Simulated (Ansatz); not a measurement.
# What Ca3SiS in Imma, a phase reached by a soft mode distorts into

Wanted: the energy along a soft mode of Ca3SiS in Imma, a phase reached by a soft mode and the structure at the end.

Main program and level: Ansatz 0.2.0; DFT PBEsol, scalar-relativistic, plane waves, PAW; PAW set soft_1.

The structure was built from a prototype and need not be the compound's stable phase.

### 1. The starting structure

The structure is orthorhombic, space group Imma (No. 74). The conventional cell has a = 7.202 Å, b = 10.563 Å, c = 7.204 Å, α = 90.00°, β = 90.00°, γ = 90.00°. Nearest to Si lie 5 Ca at 2.91 to 3.03 Å. Nearest to S lie 6 Ca at 2.67 to 2.79 Å. Nearest to Ca lie 2 S at 2.79 Å and 1 Si at 2.91 Å. Ca has 2 S at 2.67 Å and 2 Si at 3.03 Å nearest. Farther neighbours and most contacts between anions are not listed.

### 2. Modes at Γ

This phase was reached earlier by freezing in an unstable mode of a structure of higher symmetry and relaxing. Its zone-centre modes can show that it is still unstable.

Contents of input.yaml:

```yaml
crystal:
  lattice:
    - [-3.6010874236, 5.2816622177, 3.6021629957]
    - [3.6010874236, -5.2816622177, 3.6021629957]
    - [3.6010874236, 5.2816622177, -3.6021629957]
  atoms:
    - { symbol: Si, position: [0.7224785044, 0.9724785044, 0.75] }
    - { symbol: Si, position: [0.2775214956, 0.0275214956, 0.25] }
    - { symbol: S, position: [0.5, 0.5, 0.0] }
    - { symbol: S, position: [0.0, 0.5, 0.5] }
    - { symbol: Ca, position: [0.1257410384, 0.3757410384, 0.75] }
    - { symbol: Ca, position: [0.8742589616, 0.6242589616, 0.25] }
    - { symbol: Ca, position: [0.3262097198, 0.0, 0.8262097198] }
    - { symbol: Ca, position: [0.6737902802, 0.0, 0.1737902802] }
    - { symbol: Ca, position: [0.3262097198, 0.5, 0.3262097198] }
    - { symbol: Ca, position: [0.6737902802, 0.5, 0.6737902802] }
kpoints:
  mp_grid: { grid: [6, 6, 6] }
hamiltonian:
  xc: pbesol
  pseudopotentials: { kind: paw, azcp: { folder: soft_1 }, xc_functional: pbe }
scf:
  occupations: { method: fixed }
output:
  eigenvalues: true
phonons:
  method: dfpt
  dielectric: true
  rigid_motions: translations
```

On the command line:

```console
> ansatz run input.yaml --threads 8 --pin off --max-ram 16384MiB --backend cpu --events-out ev --progress --plain --runs-dir out
```

Numbers of over 12 decimals in the logs are rounded to 6 here.

Log:

```text
Engine: ansatz 0.2.0, aarch64-unknown-linux-gnu
Pseudopotentials: kind: paw
Pseudopotential: Si, paw, valence charge 4, recommended cutoff 420 eV (normal), soft_1/Si.paw.azcp
Pseudopotential: S, paw, valence charge 6, recommended cutoff 420 eV (normal), soft_1/S.paw.azcp
Pseudopotential: Ca, paw, valence charge 10, recommended cutoff 420 eV (normal), soft_1/Ca.paw.azcp
Functional definition: PBEsol
  exchange = pbesol_x
  correlation = pbesol_c
Crystal: 10 atoms, lattice volume = 274.049 Å³
Basis set: ecut = 420 eV, 5297 PW (Γ), exchange–correlation on 100×100×100 points (8 copies of the dense FFT grid, shifted against one another)
Bands: 50, of which v1, the nominal top of the filled ones, is band 40 counted from 1 (39 counted from 0)
Symmetry: 8 space group operations
k-points: 112 of 216 (irreducible under 1 space group operation, time reversal used)
Non-local potential: Si, projectors of the file, l = 0: 2, l = 1: 2, l = 2: 1
Non-local potential: S, projectors of the file, l = 0: 2, l = 1: 2, l = 2: 1
Non-local potential: Ca, projectors of the file, l = 0: 3, l = 1: 2, l = 2: 2
PAW form: soft (Blöchl's): semilocal exchange-correlation on the pseudo side does not see the compensation charge
PAW frozen core: Si, regenerated for the run's functional, and the local potential with it (the file was generated under x = pbe(κ = 0.804, μ = 0.219515), c = pbe(β = 0.066725))
PAW frozen core: S, regenerated for the run's functional, and the local potential with it (the file was generated under x = pbe(κ = 0.804, μ = 0.219515), c = pbe(β = 0.066725))
PAW frozen core: Ca, regenerated for the run's functional, and the local potential with it (the file was generated under x = pbe(κ = 0.804, μ = 0.219515), c = pbe(β = 0.066725))
PAW one-centre angular grid: Si, 110 points (default); XC on 64 Gauss nodes
PAW one-centre angular grid: S, 110 points (default); XC on 64 Gauss nodes
PAW one-centre angular grid: Ca, 110 points (default); XC on 64 Gauss nodes
Initial density: superposition of atomic densities (chi_scale 0.1, normalization cell, long waves kept (reshape's long-wave potential 0.01 eV rms))
Initial wavefunctions: pseudopotential atomic-orbital guess
Functional: x = pbesol(κ = 0.804, μ = 0.123457), c = pbesol(β = 0.046)
SCF iter   1: F=—  HF=-13787.499844 eV  |F-HF|=—  |Δ(HF+E_count)|=         —  Δρ=3.23e-2  dr2=7.61e0  ethr=3.10e-3  ⟨swp⟩=6.4  Hψ=20843  notcnv=0  defer=675
preconditioner: auto → Resta (q_TF=auto, 2.222 Å⁻¹)  ε∞=5.7  [insulator: Δε(μ)=0.841 eV  Ē_g=5.830 eV  n_scr=58 (ndim 8)  ℏωp=12.7 eV  f_vac=0.000  ε∞_Penn≈5.7]
SCF iter   2: F=—  HF=-13785.743183 eV  |F-HF|=—  |Δ(HF+E_count)|=    1.76e0  Δρ=1.49e-2  dr2=1.46e0  ethr=3.10e-3  ⟨swp⟩=4.0  Hψ=11789  notcnv=0  defer=703
SCF iter   3: F=—  HF=-13785.420977 eV  |F-HF|=—  |Δ(HF+E_count)|=   3.22e-1  Δρ=4.92e-3  dr2=1.01e-1  ethr=1.83e-3  ⟨swp⟩=2.8  Hψ=8597  notcnv=0  defer=779
SCF iter   4: F=—  HF=-13785.417840 eV  |F-HF|=—  |Δ(HF+E_count)|=   3.14e-3  Δρ=9.38e-4  dr2=4.23e-3  ethr=1.27e-4  ⟨swp⟩=3.5  Hψ=8316  notcnv=0  defer=890
SCF iter   5: F=—  HF=-13785.418213 eV  |F-HF|=—  |Δ(HF+E_count)|=   3.73e-4  Δρ=2.88e-4  dr2=2.24e-4  ethr=5.28e-6  ⟨swp⟩=2.1  Hψ=7449  notcnv=0  defer=896
SCF iter   6: F=—  HF=-13785.418298 eV  |F-HF|=—  |Δ(HF+E_count)|=   8.48e-5  Δρ=6.24e-5  dr2=1.92e-5  ethr=2.80e-7  ⟨swp⟩=2.2  Hψ=7472  notcnv=0  defer=896
SCF iter   7: F=—  HF=-13785.418296 eV  |F-HF|=—  |Δ(HF+E_count)|=   1.92e-6  Δρ=1.94e-5  dr2=1.56e-6  ethr=2.40e-8  ⟨swp⟩=2.0  Hψ=9176  notcnv=0  defer=827
SCF iter   8: F=—  HF=-13785.418109 eV  |F-HF|=—  |Δ(HF+E_count)|=   1.87e-4  Δρ=4.04e-6  dr2=6.07e-8  ethr=1.95e-9  ⟨swp⟩=2.0  Hψ=7226  notcnv=0  defer=711
SCF iter   9: F=—  HF=-13785.418109 eV  |F-HF|=—  |Δ(HF+E_count)|=   3.25e-9  Δρ=1.29e-6  dr2=4.30e-9  ethr=7.59e-11  ⟨swp⟩=2.0  Hψ=9162  notcnv=0  defer=711
SCF iter  10: F=—  HF=-13785.418109 eV  |F-HF|=—  |Δ(HF+E_count)|=  5.31e-10  Δρ=2.50e-7  dr2=2.11e-10  ethr=5.37e-12  ⟨swp⟩=2.0  Hψ=9109  notcnv=0  defer=711
SCF iter  11: F=-13785.418109 eV  HF=-13785.418109 eV  |F-HF|=1.82e-12  |Δ(HF+E_count)|=  4.91e-11  Δρ=6.43e-8  dr2=1.83e-11  ethr=1.00e-12  ⟨swp⟩=22.9  Hψ=43859  notcnv=0
SCF 1 converged in 11 iterations: F = -13785.418109 eV  dr2 = 1.83e-11
  greatest PAW one-centre occupation: 0.995 electrons in one spin orbital (limit 2), on the Ca atom at site 9 (counted from 0), in its partial waves of l = 0
NSCF: frozen V_eff on 5 k-points
DFPT response loops at Γ: preconditioner auto → Resta (q_TF=auto, 2.222 Å⁻¹)  ε∞=10.0 (no band partly filled); β = 1.00, the filter's whole step (`scf.mixing.beta` (0.50) is not read by the response loops at its default; to damp them type it under 1.00, their step now; it binds the ground state too); Broyden in place of MSR1
── the response to a field inside a basis, on 6×6×6 k-points: an SCF that follows is theirs, and a resumed run solves both again ──
Bands: 41, of which v1, the nominal top of the filled ones, is band 40 counted from 1 (39 counted from 0)
k-points: 45 of 216
Initial density: handed on by an earlier stage of this run
Initial wavefunctions: pseudopotential atomic-orbital guess (no wavefunctions were taken with the density)
Eigensolver: Dense (45 Hₖ)
SCF iter   1: F=—  HF=-13785.303416 eV  |F-HF|=—  |Δ(HF+E_count)|=         —  Δρ=1.94e-4  dr2=3.96e-5  ethr=1.00e-1
preconditioner: auto → Resta (q_TF=auto, 2.222 Å⁻¹)  ε∞=9.3  [insulator: Δε(μ)=0.712 eV  Ē_g=4.122 eV  n_scr=58 (ndim 8)  ℏωp=11.9 eV  f_vac=0.000  ε∞_Penn≈9.3]
SCF iter   2: F=—  HF=-13785.303425 eV  |F-HF|=—  |Δ(HF+E_count)|=   8.95e-6  Δρ=1.08e-4  dr2=1.44e-5  ethr=4.95e-8
SCF iter   3: F=—  HF=-13785.303430 eV  |F-HF|=—  |Δ(HF+E_count)|=   4.70e-6  Δρ=9.59e-6  dr2=3.86e-7  ethr=1.81e-8
SCF iter   4: F=-13785.303430 eV  HF=-13785.303430 eV  |F-HF|=1.62e-9  |Δ(HF+E_count)|=   1.98e-8  Δρ=2.50e-6  dr2=2.57e-8  ethr=4.83e-10
SCF 1 converged in 4 iterations: F = -13785.303430 eV  dr2 = 2.57e-8
DFPT response loops at Γ: preconditioner auto → Resta (q_TF=auto, 2.222 Å⁻¹)  ε∞=9.2 (no band partly filled); β = 1.00, the filter's whole step (`scf.mixing.beta` (0.50) is not read by the response loops at its default; to damp them type it under 1.00, their step now; it binds the ground state too); Broyden in place of MSR1
WARN: field response: ε∞ stands inside a basis, on 6×6×6 points; the force constants stand on the 6×6×6 k-mesh, whose period is 11.64 times the interband length at k = (0.0000, 0.0000, 0.0000), direct gap 0.909 eV, under 14: take them and everything formed from them as unconverged, and compare with a denser kpoints.mp_grid
SCF converged after 11 iterations
Free energy (F): -13785.418109 eV
Harris-Foulkes:  -13785.418109 eV  (|F-HF|=1.82e-12)
Internal energy: -13785.418109 eV  (E = F + TS)
E sigma→0 (E₀):  -13785.418109 eV
Fermi energy:    6.405375 eV
--- Per-component energies (eV) ---
  E_band       = -910.099190
  E_kinetic    = 1817.409178
  E_local      = -5271.899991  (includes V_loc(G=0)·N_el)
  E_nonlocal   = 660.917967
  E_hartree    = 1774.424867
  E_xc         = -1047.626876
  E_vxc        = -1208.996844  (∫ρ·V_xc dr)
  E_paw        = -7241.485201  (= ΣΔE_a)
  E_vpaw       = -456.379350  (= ΣTr[D̂ρ^β])
  E_aug_tail   = 0.000050  (compensation charges beyond the density's cutoff)
  E_ewald      = -4478.057891
  E_core_change = 0.899787  (= ΣΔE_core)
  E_smearing   = -0.000000  (= −TS)
  E_closure    = 0.000000  (closes the sum)
  Σ components = -13785.418109   (vs F -13785.418109, Δ=0.00e0)
--- Band table (eV; the first three rows and the last of 112) ---
  k-point 0: bands = [... 36 lower, 5.4991, 6.0338, 6.1025, 6.1573, 7.0667, 7.2054, 7.4923, 7.8446, ... 6 higher]
  k-point 1: bands = [... 36 lower, 5.4979, 5.6868, 5.9441, 5.9973, 7.3590, 7.3863, 7.7223, 7.7270, ... 6 higher]
  k-point 2: bands = [... 36 lower, 5.3447, 5.4794, 5.7209, 5.7432, 7.5531, 7.7112, 7.8552, 7.8989, ... 6 higher]
  k-point 111: bands = [... 36 lower, 5.2553, 5.5924, 5.6747, 6.4054, 7.0061, 7.3047, 7.6102, 7.9264, ... 6 higher]
--- Phonons (Γ-DFPT): 12 representative perturbations + reference, on 112 of 216 k-points (Σ response iterations 42) ---
  k mesh reduced under 1 symmetry operation, with k and −k counted as one. Each operation leaves every solved perturbation unchanged. A smaller set is not considered because the run solves the response to a homogeneous field
  ASR residual: 9.577e-5 → 0.000e0 eV/Å²; symmetrization residual: 2.093e-5 eV/Å²
  ASR residual per site (eV/Å²): 6.01e-5 6.01e-5 1.57e-5 1.57e-5 9.58e-5 9.58e-5 8.96e-5 8.96e-5 8.96e-5 8.96e-5
  Γ frequencies (cm⁻¹): -49.74 0.00 0.00 0.00 60.84 79.96 107.53 132.92 137.69 141.85 142.91 150.96 163.05 167.25 174.57 178.06 181.70 185.03 188.42 191.74 214.23 229.39 238.27 243.38 249.99 271.15 296.47 301.45 324.86 345.73
  ε∞ (high-frequency dielectric tensor):
       11.887725     0.000000     0.000000
        0.000000    11.292525     0.000000
        0.000000     0.000000    11.687246
  softest optical mode at Γ: -49.74 cm⁻¹; the repairs (sum rule, projections) moved no ω² at Γ by more than (2.61 cm⁻¹)²
  Born effective charges Z* (e; rows j = field, columns β = displacement):
    site 0:
        -3.61498    0.00000    0.00000
        -0.00000   -3.00741    0.00000
        -0.00000    0.00000   -3.73183
    site 1:
        -3.61498    0.00000    0.00000
        -0.00000   -3.00741    0.00000
        -0.00000    0.00000   -3.73183
    site 2:
        -2.82170    0.00000    0.00000
        -0.00000   -2.83662   -0.14077
        -0.00000    0.68179   -2.66320
    site 3:
        -2.82170    0.00000    0.00000
        -0.00000   -2.83662    0.14077
        -0.00000   -0.68179   -2.66320
    site 4:
         2.19811    0.00000    0.00000
        -0.00000    1.66062    0.00000
        -0.00000    0.00000    2.45684
    site 5:
         2.19811    0.00000    0.00000
        -0.00000    1.66062    0.00000
        -0.00000    0.00000    2.45684
    site 6:
         2.11929    0.00000   -0.37000
         0.00000    2.09171    0.00000
        -0.38032    0.00000    1.96909
    site 7:
         2.11929   -0.00000   -0.37000
         0.00000    2.09171    0.00000
        -0.38032    0.00000    1.96909
    site 8:
         2.11929    0.00000    0.37000
        -0.00000    2.09171    0.00000
         0.38032    0.00000    1.96909
    site 9:
         2.11929    0.00000    0.37000
        -0.00000    2.09171    0.00000
         0.38032    0.00000    1.96909
  Z* charge neutrality: 6.806e-2 e pre-enforcement
  solved inside a basis spanned on kpoints, on 6×6×6 k-points, its susceptibility summed on 10×12×10: ε∞ is read to err by 5.1e-2, Z* by 5.6e-2 e (field_mesh: kpoints solves on kpoints); Z* is corrected for what the basis lacks
  optical modes at Γ without the LO–TO term, one row a degenerate level:
      ω (cm⁻¹)  modes    IR ((D/Å)²/amu)
        -49.74      1             8.1566
         60.84      1             0.0000
         79.96      1             0.0000
        107.53      1             0.0000
        132.92      1             3.0759
        137.69      1             8.8733
        141.85      1             0.0000
[...]
optical modes at Γ + LO–TO along q̂ = [1.0000, 0.0000, 0.0000]:
      ω (cm⁻¹)  modes    IR ((D/Å)²/amu)
[...]
optical modes at Γ + LO–TO along q̂ = [0.0000, 1.0000, 0.0000]:
      ω (cm⁻¹)  modes    IR ((D/Å)²/amu)
[...]
optical modes at Γ + LO–TO along q̂ = [0.0000, 0.0000, 1.0000]:
      ω (cm⁻¹)  modes    IR ((D/Å)²/amu)
[...]
188.42      1             0.0000
        191.74      1             0.0000
        215.90      1             0.3122
        229.39      1             0.0000
        243.38      1             0.0000
        249.99      1             6.0773
        271.15      1             0.0000
        281.06      1            28.0799
        296.47      1             5.8897
        301.45      1             0.0000
        324.86      1            13.0705
        359.19      1            20.9278
```

It took 7.1 min on 8 threads of Arm Neoverse V2, shared host; peak memory 6.5 GiB.

This step gave:

```
gap on the k-mesh                                       : 0.6007 eV
volume per atom                                         : 27.40 Å³
sum-rule residual before enforcement                    : 9.58e-5 eV/Å²
miss of the charge sum rule                             : 0.06806 e
estimated error of the dielectric tensor                : 0.05149
estimated error of the Born charges                     : 0.05625 e
point group                                             : mmm
highest optical mode at the zone centre (no LO-TO term) : 345.7 cm⁻¹
lowest optical zone-centre mode                         : -49.74 cm⁻¹
mean high-frequency dielectric constant                 : 11.62
largest Born charge (third of the trace)                : -3.451 e
top of the zone-centre spectrum with the field          : 359.2 cm⁻¹
```

Patterns of degenerate modes are one choice out of their space. Modes at Γ, with each element's share of the kinetic energy (negative means imaginary):

```csv
mode,frequency (cm⁻¹),symmetry,Si %,S %,Ca %
1,-49.7,B3u,19,0,81
2,0.0,acoustic,16,18,67
3,0.0,acoustic,16,18,67
4,0.0,acoustic,16,18,67
5,60.8,B2g,11,0,89
6,80.0,B1g,0,0,100
7,107.5,Au,0,7,93
8,132.9,B2u,4,39,57
9,137.7,B3u,0,26,74
10,141.8,B3g,31,0,69
11,142.9,Ag,7,0,93
12,151.0,B1u,4,6,90
13,163.1,B2g,2,0,98
14,167.2,B1u,12,30,57
15,174.6,Ag,20,0,80
16,178.1,B2u,80,0,20
17,181.7,B3u,65,3,32
18,185.0,B3g,65,0,35
19,188.4,B2g,87,0,13
20,191.7,B3g,5,0,95
21,214.2,B1u,14,82,4
22,229.4,B1g,0,0,100
23,238.3,B1u,54,11,35
24,243.4,Ag,73,0,27
25,250.0,B2u,0,50,50
26,271.1,Au,0,93,7
27,296.5,B2u,0,93,6
28,301.4,B3g,0,0,100
29,324.9,B3u,0,53,47
30,345.7,B1u,0,53,47
```

Displacements in mode 1 (-49.7 cm⁻¹), the largest set to 1:
```
Si1 -0.66  0.00  0.00
Si2 -0.66  0.00  0.00
S3  -0.02  0.00  0.00
S4  -0.02  0.00  0.00
Ca5  1.00  0.00  0.00
Ca6  1.00  0.00  0.00
Ca7 -0.26  0.00  0.27
Ca8 -0.26  0.00  0.27
Ca9 -0.26  0.00 -0.27
Ca10-0.26  0.00 -0.27
```

Displacements in mode 24 (243.4 cm⁻¹), the largest set to 1:
```
Si1  0.00  0.00 -1.00
Si2  0.00  0.00  1.00
S3   0.00  0.00  0.00
S4   0.00  0.00  0.00
Ca5  0.00  0.00  0.45
Ca6  0.00  0.00 -0.45
Ca7  0.00  0.17  0.00
Ca8  0.00 -0.17  0.00
Ca9  0.00  0.17  0.00
Ca10 0.00 -0.17  0.00
```

Before it was imposed, the acoustic sum rule was missed by 9.6e-5 eV/Å² and the charge sum rule by 0.068 e. The charge miss is large and points to the mesh or the basis. The lowest optical mode is imaginary, 49.7i cm⁻¹, so the energy falls along it.

The log warns of the k mesh: “the force constants stand on the 6×6×6 k-mesh, whose period is 11.64 times the interband length at k = (0.0000, 0.0000, 0.0000), direct gap 0.909 eV, under 14: take them and everything formed from them as unconverged”.

### 3. The mode frozen in, largest atomic shift 0 Å

The mode followed lies at Γ with frequency 49.7i cm⁻¹, the softest among the wavevectors solved. At small amplitude the distorted cell has space group no. 46 by a symmetry search on the positions. The undistorted cell that holds it gives the zero of energy on the same k mesh.

Edit input.yaml of step 2 so:

```diff
@@ -22,8 +22,6 @@
 scf:
-  occupations: { method: fixed }
+  occupations: { method: gaussian, width: 0.02 }
 output:
+  forces: true
+  stress: true
   eigenvalues: true
-phonons:
-  method: dfpt
-  dielectric: true
-  rigid_motions: translations
```

Log:

```text
[...]
Crystal: 10 atoms, lattice volume = 274.049 Å³
Basis set: ecut = 420 eV, 5297 PW (Γ), exchange–correlation on 100×100×100 points (8 copies of the dense FFT grid, shifted against one another)
Bands: 50, of which v1, the nominal top of the filled ones, is band 40 counted from 1 (39 counted from 0)
Symmetry: 8 space group operations
[...]
k-points: 46 of 216
[...]
k-point 0: bands = [... 36 lower, 5.4991, 6.0338, 6.1025, 6.1572, 7.0667, 7.2054, 7.4923, 7.8446, ... 5 higher]
  k-point 1: bands = [... 36 lower, 5.4979, 5.6867, 5.9441, 5.9972, 7.3590, 7.3863, 7.7223, 7.7270, ... 5 higher]
  k-point 2: bands = [... 36 lower, 5.3446, 5.4794, 5.7209, 5.7432, 7.5531, 7.7112, 7.8552, 7.8989, ... 5 higher]
  k-point 45: bands = [... 36 lower, 5.2553, 5.5924, 5.6746, 6.4054, 7.0061, 7.3047, 7.6102, 7.9264, ... 5 higher]
[key lines of the parts left out:]
SCF converged after 8 iterations
Free energy (F): -13785.418109 eV
Fermi energy:    6.705723 eV
P = ⅓ Tr σ = -0.0009 GPa (-0.009 kbar)
```

Run time: 4.3 s. Hardware: 8 threads; peak memory 1.1 GiB; 32 s of CPU time.

Numbers from this step:

* pressure: -9.08e-4 GPa
* energy from the undistorted cell: 0 meV/atom

At this level the gap is 0.60 eV on the k-mesh of the self-consistent run, which can miss the band edges.

### 4. The mode frozen in, largest atomic shift 0.32 Å

The atoms are moved along the unstable eigenvector, the largest shift by 0.32 Å, with the cell fixed.

input.yaml, the sections that differ from step 3:

```yaml
crystal:
  lattice:
    - [-3.6010874236, 5.2816622177, 3.6021629957]
    - [3.6010874236, -5.2816622177, 3.6021629957]
    - [3.6010874236, 5.2816622177, -3.6021629957]
  atoms:
    - { symbol: Si, position: [0.7224785044, 0.9432142652, 0.7207357608] }
    - { symbol: Si, position: [0.2775214956, -0.0017427437, 0.2207357608] }
    - { symbol: S, position: [0.5, 0.4989479273, -0.0010520727] }
    - { symbol: S, position: [0.0, 0.4989479273, 0.4989479273] }
    - { symbol: Ca, position: [0.1257410384, 0.420172062, 0.7944310235] }
    - { symbol: Ca, position: [0.8742589616, 0.6686899851, 0.2944310235] }
    - { symbol: Ca, position: [0.3380580755, 0.000307224, 0.8146685882] }
    - { symbol: Ca, position: [0.6856386359, 0.000307224, 0.1622491485] }
    - { symbol: Ca, position: [0.3143613641, 0.4766105127, 0.3146685882] }
    - { symbol: Ca, position: [0.6619419245, 0.4766105127, 0.6622491485] }
# kpoints, hamiltonian, scf, output: as in step 3
```

Log:

```text
[...]
Crystal: 10 atoms, lattice volume = 274.049 Å³
Basis set: ecut = 420 eV, 5297 PW (Γ), exchange–correlation on 100×100×100 points (8 copies of the dense FFT grid, shifted against one another)
Bands: 50, of which v1, the nominal top of the filled ones, is band 40 counted from 1 (39 counted from 0)
Symmetry: 4 space group operations
[...]
k-point 0: bands = [... 36 lower, 5.4851, 5.9949, 6.0947, 6.1101, 7.0775, 7.1600, 7.5128, 8.0014, ... 5 higher]
  k-point 1: bands = [... 36 lower, 5.4894, 5.6701, 5.9532, 5.9593, 7.2702, 7.3567, 7.7273, 7.8669, ... 5 higher]
  k-point 2: bands = [... 36 lower, 5.3392, 5.4743, 5.7157, 5.7345, 7.4334, 7.7133, 7.8682, 7.8692, ... 5 higher]
  k-point 45: bands = [... 36 lower, 5.2485, 5.5644, 5.6895, 6.3233, 6.9741, 7.5004, 7.6250, 7.8740, ... 5 higher]
[key lines of the parts left out:]
SCF converged after 8 iterations
Free energy (F): -13785.443721 eV
Fermi energy:    6.648670 eV
P = ⅓ Tr σ = 0.0689 GPa (0.689 kbar)
```

It took 6.5 s on 8 threads; peak memory 1.1 GiB; 50 s of CPU time.

Numbers from this step:

```yaml
pressure: 0.06892 GPa
gap_on_the_k_mesh: 0.6508 eV
energy_from_the_undistorted_cell: -2.561 meV/atom
```

The energy, extrapolated to zero smearing, is -2.56 meV/atom against the undistorted cell.

The run ends at a pressure of 0.07 GPa, with forces up to 0.11 eV/Å.

(Part 1 of 3 ends here.)

[Logs are printed without paths, hosts, clocks, repeated set-up lines and the standing remarks that a program may print on its own settings, such as how far it seeks lower states.]

[Hosts, paths, dates, database ids (printed as entryN), source tags and the programs' standing remarks are cut or masked in the printed files.]
